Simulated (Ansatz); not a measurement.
## PPbS2: relaxing a made-up structure

This structure for PPbS2 is made up. Its elements were placed in a known structure type with a cell scaled to their sizes. What cell does the guess relax to, and how far off was it?

Program: Ansatz 0.2.0. Level of theory: DFT, PBE, plane-wave PAW, files of the set soft_1, scalar-relativistic, no spin, cell and ions relaxed at zero pressure; PAW set soft_1, in the first sound run; inputs show where later runs differ. Results are calculated unless marked as measured.

## 1. Starting point

The structure is orthorhombic, space group Amm2 (No. 38). The conventional cell has a = 4.224 Å, b = 3.881 Å, c = 11.878 Å, α = 90.00°, β = 90.00°, γ = 90.00°. Nearest to Pb lie 5 S at 2.88 to 2.91 Å. Nearest to S lie 1 P at 2.51 Å and 4 Pb at 2.91 Å. Nearest to S lie 4 P at 2.87 Å and 1 Pb at 2.88 Å. Nearest to P lie 1 S at 2.51 Å. Farther neighbours and most contacts between anions are not listed.

## 2. Relaxing cell and atoms

The guessed cell has no reason to be at equilibrium. It is relaxed with the atoms, within the space group of the guess.

input.yaml

```yaml
crystal:
  lattice:
    - [4.224, 0.0, 0.0]
    - [0.0, 1.9405, 5.939]
    - [0.0, -1.9405, 5.939]
  atoms:
    - { symbol: Pb, position: [0.5, 0.8847, 0.8847] }
    - { symbol: S, position: [0.0, 0.3438, 0.3438] }
    - { symbol: S, position: [0.5, 0.6422, 0.6422] }
    - { symbol: P, position: [0.0, 0.1321, 0.1321] }
kpoints:
  mp_grid: { grid: [6, 7, 7] }
scf:
  occupations: { method: fermi_dirac, width: 0.05 }
hamiltonian:
  xc: pbe
  pseudopotentials: { kind: paw, azcp: { folder: soft_1 } }
relax:
  f_tol: 0.015
  max_steps: 70
  cell: {}
output:
  forces: true
  stress: true
```

The run is started by

```sh
ansatz run input.yaml --threads 4 --pin off --max-ram 8192MiB --backend cpu --events-out ev --progress --plain --runs-dir out
```

Numbers of over 12 decimals in the logs are rounded to 6 here.

The log of the run:

```text
Engine: ansatz 0.2.0, aarch64-unknown-linux-gnu
Pseudopotentials: kind: paw
Pseudopotential: Pb, paw, valence charge 14, recommended cutoff 420 eV (normal), soft_1/Pb.paw.azcp
Pseudopotential: S, paw, valence charge 6, recommended cutoff 420 eV (normal), soft_1/S.paw.azcp
Pseudopotential: P, paw, valence charge 5, recommended cutoff 420 eV (normal), soft_1/P.paw.azcp
Functional definition: PBE
  parameter kappa = 0.804
  parameter beta = 0.066725
  exchange = pbe_x(kappa = kappa, mu = beta*pi^2/3)
  correlation = pbe_c(beta = beta)
Crystal: 4 atoms, lattice volume = 97.360 Å³
Basis set: ecut = 420 eV, 1919 PW (Γ), exchange–correlation on 60×90×90 points (8 copies of the dense FFT grid, shifted against one another)
Bands: 20, of which v1, the nominal top of the filled ones, is band 16 counted from 1 (15 counted from 0)
Symmetry: 4 space group operations
Space group: Amm2 (ITA 38), of the structure as read, at distance tolerance 4.6e-5 Å
k-points: 64 of 294 (time reversal used)
Non-local potential: Pb, projectors of the file, l = 0: 2, l = 1: 2, l = 2: 2, l = 3: 1
Non-local potential: S, projectors of the file, l = 0: 2, l = 1: 2, l = 2: 1
Non-local potential: P, projectors of the file, l = 0: 2, l = 1: 2, l = 2: 1
PAW form: soft (Blöchl's): semilocal exchange-correlation on the pseudo side does not see the compensation charge
PAW one-centre angular grid: Pb, 590 points (default); XC on 64 Gauss nodes
PAW one-centre angular grid: S, 110 points (default); XC on 64 Gauss nodes
PAW one-centre angular grid: P, 110 points (default); XC on 64 Gauss nodes
Initial density: superposition of atomic densities (chi_scale 0.1, normalization cell, long waves kept (reshape's long-wave potential 0.01 eV rms))
Initial wavefunctions: pseudopotential atomic-orbital guess
Functional: x = pbe(κ = 0.804, μ = 0.219515), c = pbe(β = 0.066725)
SCF iter   1: F=—  HF=-14468.284760 eV  |F-HF|=—  |Δ(HF+E_count)|=         —  Δρ=2.47e-2  dr2=9.15e-1  ethr=3.10e-3  ⟨swp⟩=8.5  Hψ=7849  notcnv=0
preconditioner: auto → Kerker (q_TF=auto, 2.255 Å⁻¹)  [metal: Δε(μ)=0.081 eV  Ē_g=11.443 eV  σ=0.050 eV  W_gap=0.38  n_scr=14 (ndim 8)  ℏωp=21.0 eV  f_vac=0.000  D(μ)=2.05/eV (n_scr^D=12)]
SCF iter   2: F=—  HF=-14468.158416 eV  |F-HF|=—  |Δ(HF+E_count)|=   1.26e-1  Δρ=1.52e-2  dr2=3.76e-1  ethr=2.95e-3  ⟨swp⟩=1.1  Hψ=1800  notcnv=0
SCF iter   3: F=—  HF=-14468.083067 eV  |F-HF|=—  |Δ(HF+E_count)|=   7.53e-2  Δρ=2.16e-3  dr2=1.00e-2  ethr=1.21e-3  ⟨swp⟩=3.1  Hψ=2071  notcnv=0  defer=3
SCF iter   4: F=—  HF=-14468.083215 eV  |F-HF|=—  |Δ(HF+E_count)|=   1.48e-4  Δρ=6.27e-4  dr2=1.59e-3  ethr=3.22e-5  ⟨swp⟩=2.3  Hψ=2375  notcnv=0  defer=4
SCF iter   5: F=—  HF=-14468.083031 eV  |F-HF|=—  |Δ(HF+E_count)|=   1.84e-4  Δρ=2.26e-4  dr2=2.07e-4  ethr=5.13e-6  ⟨swp⟩=2.5  Hψ=2132  notcnv=0  defer=4
SCF iter   6: F=—  HF=-14468.083005 eV  |F-HF|=—  |Δ(HF+E_count)|=   2.58e-5  Δρ=7.14e-5  dr2=8.72e-6  ethr=6.66e-7  ⟨swp⟩=2.5  Hψ=1869  notcnv=0  defer=4
SCF iter   7: F=—  HF=-14468.083019 eV  |F-HF|=—  |Δ(HF+E_count)|=   1.35e-5  Δρ=1.98e-5  dr2=5.19e-7  ethr=2.81e-8  ⟨swp⟩=2.9  Hψ=2488  notcnv=0  defer=4
SCF iter   8: F=-14468.083019 eV  HF=-14468.083019 eV  |F-HF|=9.95e-9  |Δ(HF+E_count)|=   4.25e-7  Δρ=5.11e-6  dr2=5.09e-8  ethr=3.23e-10  ⟨swp⟩=5.2  Hψ=5157  notcnv=0
SCF 1 converged in 8 iterations: F = -14468.083019 eV  dr2 = 5.09e-8
  greatest PAW one-centre occupation: 0.982 electrons in one spin orbital (limit 2), on the Pb atom at site 0 (counted from 0), in its partial waves of l = 2
relax step   1: F+E_penalty+E_count = -14468.08301899 eV  Δ(F+E_penalty+E_count) = +0.000e0 eV  max|allowed force component| = 1.718e0 eV/Å  Δτ_max = 0.0000 Å  P = -5.109 GPa  Ω = 97.360 Å³  (8 SCF iters, dr2 threshold 1.00e-7 eV, accepted)
Crystal: 4 atoms, lattice volume = 87.323 Å³
Basis set: ecut = 420 eV, 1709 PW (Γ), exchange–correlation on 60×90×90 points (8 copies of the dense FFT grid, shifted against one another)
Initial density: handed on by an earlier stage of this run
Initial wavefunctions: those handed on with the density
iter 1 solved again at ethr=3.93e-4 eV; its pass at ethr=3.10e-3 eV (dr2=1.22e-1 eV) is discarded
SCF iter   1: F=—  HF=-14468.513201 eV  |F-HF|=—  |Δ(HF+E_count)|=         —  Δρ=8.53e-3  dr2=1.21e-1  ethr=3.93e-4  ⟨swp⟩=1.4  Hψ=10396  notcnv=0
preconditioner: auto → Kerker (q_TF=auto, 2.296 Å⁻¹)  [metal: Δε(μ)=0.047 eV  Ē_g=12.073 eV  σ=0.050 eV  W_gap=0.22  n_scr=14 (ndim 8)  ℏωp=22.1 eV  f_vac=0.000  D(μ)=2.55/eV (n_scr^D=14)]
SCF iter   2: F=—  HF=-14468.493448 eV  |F-HF|=—  |Δ(HF+E_count)|=   1.98e-2  Δρ=4.75e-3  dr2=3.89e-2  ethr=3.92e-4  ⟨swp⟩=2.0  Hψ=1434  notcnv=0
SCF iter   3: F=—  HF=-14468.485931 eV  |F-HF|=—  |Δ(HF+E_count)|=   7.52e-3  Δρ=9.65e-4  dr2=1.69e-3  ethr=1.25e-4  ⟨swp⟩=2.3  Hψ=1910  notcnv=0
SCF iter   4: F=—  HF=-14468.485977 eV  |F-HF|=—  |Δ(HF+E_count)|=   4.61e-5  Δρ=3.60e-4  dr2=3.08e-4  ethr=5.45e-6  ⟨swp⟩=2.6  Hψ=1987  notcnv=0
SCF iter   5: F=—  HF=-14468.485978 eV  |F-HF|=—  |Δ(HF+E_count)|=   8.28e-7  Δρ=1.27e-4  dr2=1.98e-5  ethr=9.92e-7  ⟨swp⟩=2.2  Hψ=1754  notcnv=0
SCF iter   6: F=—  HF=-14468.485980 eV  |F-HF|=—  |Δ(HF+E_count)|=   1.91e-6  Δρ=3.58e-5  dr2=2.00e-6  ethr=6.38e-8  ⟨swp⟩=2.3  Hψ=2051  notcnv=0
SCF iter   7: F=-14468.485981 eV  HF=-14468.485981 eV  |F-HF|=3.34e-8  |Δ(HF+E_count)|=   4.88e-7  Δρ=1.04e-5  dr2=1.68e-7  ethr=1.29e-9  ⟨swp⟩=5.8  Hψ=5293  notcnv=0
SCF 2 converged in 7 iterations: F = -14468.485981 eV  dr2 = 1.68e-7
relax step   2: F+E_penalty+E_count = -14468.48598062 eV  Δ(F+E_penalty+E_count) = -4.030e-1 eV  max|allowed force component| = 1.072e0 eV/Å  Δτ_max = 0.1368 Å  P = +0.984 GPa  Ω = 87.323 Å³  energy of the carried Pulay correction = +1.136e-3 eV  (7 SCF iters, dr2 threshold 4.00e-7 eV, accepted)
Crystal: 4 atoms, lattice volume = 85.106 Å³
Basis set: ecut = 420 eV, 1665 PW (Γ), exchange–correlation on 60×90×90 points (8 copies of the dense FFT grid, shifted against one another)
iter 1 solved again at ethr=2.97e-4 eV; its pass at ethr=3.10e-3 eV (dr2=9.21e-2 eV) is discarded
SCF iter   1: F=—  HF=-14468.603568 eV  |F-HF|=—  |Δ(HF+E_count)|=         —  Δρ=1.01e-2  dr2=9.44e-2  ethr=2.97e-4  ⟨swp⟩=1.8  Hψ=10300  notcnv=0
preconditioner: auto → Kerker (q_TF=auto, 2.306 Å⁻¹)  [metal: Δε(μ)=0.036 eV  Ē_g=12.281 eV  σ=0.050 eV  W_gap=0.18  n_scr=14 (ndim 8)  ℏωp=22.4 eV  f_vac=0.000  D(μ)=2.57/eV (n_scr^D=14)]
SCF iter   2: F=—  HF=-14468.587294 eV  |F-HF|=—  |Δ(HF+E_count)|=   1.63e-2  Δρ=5.67e-3  dr2=3.18e-2  ethr=2.97e-4  ⟨swp⟩=1.9  Hψ=1413  notcnv=0
[...]
SCF iter   7: F=-14468.580455 eV  HF=-14468.580455 eV  |F-HF|=2.00e-9  |Δ(HF+E_count)|=   1.50e-7  Δρ=9.16e-6  dr2=1.29e-7  ethr=1.29e-9  ⟨swp⟩=5.1  Hψ=5112  notcnv=0
SCF 3 converged in 7 iterations: F = -14468.580455 eV  dr2 = 1.29e-7
relax step   3: F+E_penalty+E_count = -14468.58045517 eV  Δ(F+E_penalty+E_count) = -9.447e-2 eV  max|allowed force component| = 9.405e-1 eV/Å  Δτ_max = 0.1940 Å  P = +2.944 GPa  Ω = 85.106 Å³  energy of the carried Pulay correction = +1.403e-3 eV  (7 SCF iters, dr2 threshold 4.00e-7 eV, accepted)
[... from here on, the SCF cycles and remarks between the steps are left out ...]
relax step   4: F+E_penalty+E_count = -14468.63142938 eV  Δ(F+E_penalty+E_count) = -5.097e-2 eV  max|allowed force component| = 2.838e-1 eV/Å  Δτ_max = 0.0476 Å  P = -0.385 GPa  Ω = 87.978 Å³  energy of the carried Pulay correction = +1.058e-3 eV  (6 SCF iters, dr2 threshold 4.00e-7 eV, accepted)
relax step   5: F+E_penalty+E_count = -14468.64583131 eV  Δ(F+E_penalty+E_count) = -1.440e-2 eV  max|allowed force component| = 1.355e-1 eV/Å  Δτ_max = 0.0438 Å  P = -0.150 GPa  Ω = 87.722 Å³  energy of the carried Pulay correction = +1.088e-3 eV  (6 SCF iters, dr2 threshold 4.00e-7 eV, accepted)
relax step   6: F+E_penalty+E_count = -14468.65633491 eV  Δ(F+E_penalty+E_count) = -1.050e-2 eV  max|allowed force component| = 9.606e-2 eV/Å  Δτ_max = 0.0904 Å  P = +0.338 GPa  Ω = 86.769 Å³  energy of the carried Pulay correction = +1.202e-3 eV  (6 SCF iters, dr2 threshold 4.00e-7 eV, accepted)
relax step   7: F+E_penalty+E_count = -14468.66049656 eV  Δ(F+E_penalty+E_count) = -4.162e-3 eV  max|allowed force component| = 6.278e-2 eV/Å  Δτ_max = 0.0284 Å  P = +0.056 GPa  Ω = 87.151 Å³  energy of the carried Pulay correction = +1.156e-3 eV  (6 SCF iters, dr2 threshold 4.00e-7 eV, accepted)
relax step   8: F+E_penalty+E_count = -14468.66246316 eV  Δ(F+E_penalty+E_count) = -1.967e-3 eV  max|allowed force component| = 2.962e-2 eV/Å  Δτ_max = 0.0134 Å  P = -0.072 GPa  Ω = 87.238 Å³  energy of the carried Pulay correction = +1.146e-3 eV  (5 SCF iters, dr2 threshold 4.00e-7 eV, accepted)
relax step   9: F+E_penalty+E_count = -14468.66329326 eV  Δ(F+E_penalty+E_count) = -8.301e-4 eV  max|allowed force component| = 1.196e-2 eV/Å  Δτ_max = 0.0108 Å  P = -0.173 GPa  Ω = 87.329 Å³  energy of the carried Pulay correction = +1.135e-3 eV  (5 SCF iters, dr2 threshold 1.38e-7 eV, accepted)
relax step  10: F+E_penalty+E_count = -14468.66348436 eV  Δ(F+E_penalty+E_count) = -1.911e-4 eV  max|allowed force component| = 4.051e-2 eV/Å  Δτ_max = 0.0053 Å  P = +0.231 GPa  Ω = 86.726 Å³  energy of the carried Pulay correction = +1.207e-3 eV  (5 SCF iters, dr2 threshold 1.97e-7 eV, accepted)
relax step  11: F+E_penalty+E_count = -14468.66382071 eV  Δ(F+E_penalty+E_count) = -3.363e-4 eV  max|allowed force component| = 2.610e-2 eV/Å  Δτ_max = 0.0087 Å  P = +0.017 GPa  Ω = 86.954 Å³  energy of the carried Pulay correction = +1.180e-3 eV  (5 SCF iters, dr2 threshold 3.16e-7 eV, accepted)
relax step  12: F+E_penalty+E_count = -14468.66391174 eV  Δ(F+E_penalty+E_count) = -9.103e-5 eV  max|allowed force component| = 6.546e-3 eV/Å  Δτ_max = 0.0052 Å  P = -0.034 GPa  Ω = 87.085 Å³  energy of the carried Pulay correction = +1.164e-3 eV  (5 SCF iters, dr2 threshold 4.26e-8 eV, accepted)
Basis set: ecut = 420 eV, 1697 PW (Γ), exchange–correlation on 54×90×90 points (8 copies of the dense FFT grid, shifted against one another)
Initial wavefunctions: pseudopotential atomic-orbital guess (no wavefunctions were taken with the density)
iter 1 solved again at ethr=6.07e-7 eV; its pass at ethr=3.10e-3 eV (dr2=1.88e-4 eV) is discarded
SCF iter   1: F=—  HF=-14468.663043 eV  |F-HF|=—  |Δ(HF+E_count)|=         —  Δρ=1.17e-4  dr2=1.78e-6  ethr=6.07e-7  ⟨swp⟩=4.9  Hψ=12750  notcnv=0
preconditioner: auto → Kerker (q_TF=auto, 2.297 Å⁻¹)  [metal: Δε(μ)=0.009 eV  Ē_g=12.186 eV  σ=0.050 eV  W_gap=0.04  n_scr=18 (ndim 8)  ℏωp=22.2 eV  f_vac=0.000  D(μ)=1.99/eV (n_scr^D=12)]
SCF iter   2: F=—  HF=-14468.663044 eV  |F-HF|=—  |Δ(HF+E_count)|=   1.31e-7  Δρ=6.07e-5  dr2=4.41e-7  ethr=5.74e-9  ⟨swp⟩=2.0  Hψ=2185  notcnv=0
SCF iter   3: F=—  HF=-14468.663045 eV  |F-HF|=—  |Δ(HF+E_count)|=   1.26e-6  Δρ=8.28e-6  dr2=1.45e-8  ethr=1.42e-9  ⟨swp⟩=2.2  Hψ=2155  notcnv=0
SCF iter   4: F=—  HF=-14468.663045 eV  |F-HF|=—  |Δ(HF+E_count)|=   2.25e-8  Δρ=7.18e-7  dr2=9.34e-10  ethr=4.69e-11  ⟨swp⟩=2.2  Hψ=2260  notcnv=0
SCF iter   5: F=—  HF=-14468.663045 eV  |F-HF|=—  |Δ(HF+E_count)|=  1.64e-11  Δρ=2.78e-7  dr2=1.69e-10  ethr=3.01e-12  ⟨swp⟩=2.2  Hψ=2240  notcnv=0
SCF iter   6: F=-14468.663045 eV  HF=-14468.663045 eV  |F-HF|=5.46e-12  |Δ(HF+E_count)|=  2.00e-11  Δρ=9.75e-8  dr2=1.93e-11  ethr=1.00e-12  ⟨swp⟩=5.6  Hψ=5177  notcnv=0
SCF 13 converged in 6 iterations: F = -14468.663045 eV  dr2 = 1.93e-11
relax step  13: F+E_penalty+E_count = -14468.66304480 eV  Δ(F+E_penalty+E_count) = +8.669e-4 eV  max|allowed force component| = 6.824e-3 eV/Å  Δτ_max = 0.0000 Å  P = -0.039 GPa  Ω = 87.085 Å³  stress off target by 4.23e-2 GPa  SCF on the basis re-selected at this cell (its energy is not comparable with the rows above)  (6 SCF iters)
basis re-selected at this cell: Δ(F+E_penalty+E_count) = +8.669e-4 eV, ΔP = -0.005 GPa vs the last step (what re-selecting the basis moved, of the pressure what is left beyond the Pulay correction that the steps carried, after the strain that the cell walked since its last selection, with what the two solves' SCF thresholds leave and, on support functions, any second-order correction that the steps lacked; it is no measure of the basis error at this ecutwfc). The dense FFT grid was sized anew with the basis: this SCF ran on 27×45×45 points, the steps before it on 30×45×45, so part of this shift can come from that change (see relax.cell in the input reference). [rest of the remark cut]
SCF converged after 6 iterations
Free energy (F): -14468.663045 eV
Harris-Foulkes:  -14468.663045 eV  (|F-HF|=5.46e-12)
Internal energy: -14468.647271 eV  (E = F + TS)
E sigma→0 (E₀):  -14468.655158 eV
Entropy (-TS):   -0.015774 eV (-3.944 meV/atom)
Fermi energy:    8.888745 eV
--- Per-component energies (eV) ---
  E_band       = -37.527673
  E_kinetic    = 566.379964
  E_local      = -1373.553050  (includes V_loc(G=0)·N_el)
  E_nonlocal   = 407.206758
  E_hartree    = 508.498590
  E_xc         = -454.884275
  E_vxc        = -362.122815  (∫ρ·V_xc dr)
  E_paw        = -12165.722824  (= ΣΔE_a)
  E_vpaw       = -292.435651  (= ΣTr[D̂ρ^β])
  E_aug_tail   = -0.000007  (compensation charges beyond the density's cutoff)
  E_ewald      = -1956.572426
  E_smearing   = -0.015774  (= −TS)
  E_closure    = 0.000000  (closes the sum)
  Σ components = -14468.663045   (vs F -14468.663045, Δ=0.00e0)
--- Forces (eV/Å), atoms counted from 1 ---
  atom   1  Pb     0.00000000     0.00000000     0.00345190
  atom   2  S      0.00000000    -0.00000000     0.00073526
  atom   3  S      0.00000000    -0.00000000     0.00263681
  atom   4  P      0.00000000    -0.00000000    -0.00682443
  max |Σ_I F_I| component: 4.59e-7 eV/Å
--- Stress (GPa, compression-positive) ---
       -0.042277      -0.000000      -0.000000
       -0.000000      -0.040424       0.000000
       -0.000000       0.000000      -0.035106
  P = ⅓ Tr σ = -0.0393 GPa (-0.393 kbar)
--- Relaxed structure (12 steps of the walk, 12 accepted, 1 SCFs on fresh bases) ---
  F+E_penalty+E_count = -14468.66304480 eV   max|allowed force component| = 6.824e-3 eV/Å   (the final SCF, on the basis selected at the relaxed cell)
  cell:  # Å, volume = 87.0854 Å³
    - [3.853650, 1.7891629711567575e-17, 0]
    - [8.219390969530553e-18, 1.962571, 5.757286]
    - [-8.219390969530473e-18, -1.962571, 5.757286]
  atoms:
    - { symbol: Pb, position: [0.5, 0.913836, 0.913836] }
    - { symbol: S, position: [0, 0.323324, 0.323324] }
    - { symbol: S, position: [0.5, 0.627768, 0.627768] }
    - { symbol: P, position: [0, 0.137871, 0.137871] }
```

The job ended after 40 s (4 threads of Arm Neoverse V1, shared host; peak memory 0.51 GiB; 2.6 min of CPU time).

This run has no spin polarisation although its electron count is odd.

The steps of the relaxation:

```csv
step,energy less that of the first step (eV),largest force component (eV/Å),pressure (GPa),volume (Å³)
1,0.0000,1.7182,-5.11,97.36
2,-0.4030,1.0720,0.98,87.32
3,-0.4974,0.9405,2.94,85.11
4,-0.5484,0.2838,-0.38,87.98
5,-0.5628,0.1355,-0.15,87.72
6,-0.5733,0.0961,0.34,86.77
7,-0.5775,0.0628,0.06,87.15
8,-0.5794,0.0296,-0.07,87.24
9,-0.5803,0.0120,-0.17,87.33
10,-0.5805,0.0405,0.23,86.73
11,-0.5808,0.0261,0.02,86.95
12,-0.5809,0.0065,-0.03,87.09
13*,-0.5800,0.0068,-0.04,87.09
```

Relaxation steps marked * repeat the geometry before them on a plane-wave basis chosen anew for their cell, so energy and pressure can jump there.

The run keeps the 4 symmetry operations that it works with, so distortions that break them were not tested.

```
conventional cell, symmetrised  before   after   change
                         a (Å)   4.224   3.854   -8.8 %
                         b (Å)   3.881   3.925   +1.1 %
                         c (Å)  11.878  11.515   -3.1 %
              volume (Å³/atom)   24.34   21.77  -10.6 %
```

The atoms that moved most (Å, as changes of fractional coordinates times the final cell):

```
atom     dx     dy      dz  length
 Pb1  0.000  0.000   0.335   0.335
  S2  0.000  0.000  -0.236   0.236
  S3  0.000  0.000  -0.166   0.166
  P4  0.000  0.000   0.066   0.066
```

This step gave:

| Item | Value |
| --- | --- |
| free energy | -14468.6630 eV |
| energy at zero smearing | -14468.6552 eV |
| smearing term TS | 0.01577 eV |
| Fermi energy | 8.889 eV |
| electrons | 31 |
| symmetry operations | 4 |
| pressure | -0.03927 GPa |

Shortest distances by pair of elements, guess and relaxed (not always the same contact):

```csv
pair,guess (Å),relaxed (Å)
P–S,2.515,2.135
Pb–S,2.880,2.941
P–Pb,3.619,3.220
S–S,3.736,3.555
Pb–Pb,3.881,3.854
```

The relaxation ends with a largest force component of 0.0068 eV/Å and a pressure of -0.04 GPa.

[end of part 1 of 2]

[Logs are printed without paths, hosts, clocks, repeated set-up lines and the standing remarks that a program may print on its own settings, such as how far it seeks lower states.]

[Hosts, paths, dates, database ids (printed as entryN), source tags and the programs' standing remarks are cut or masked in the printed files.]
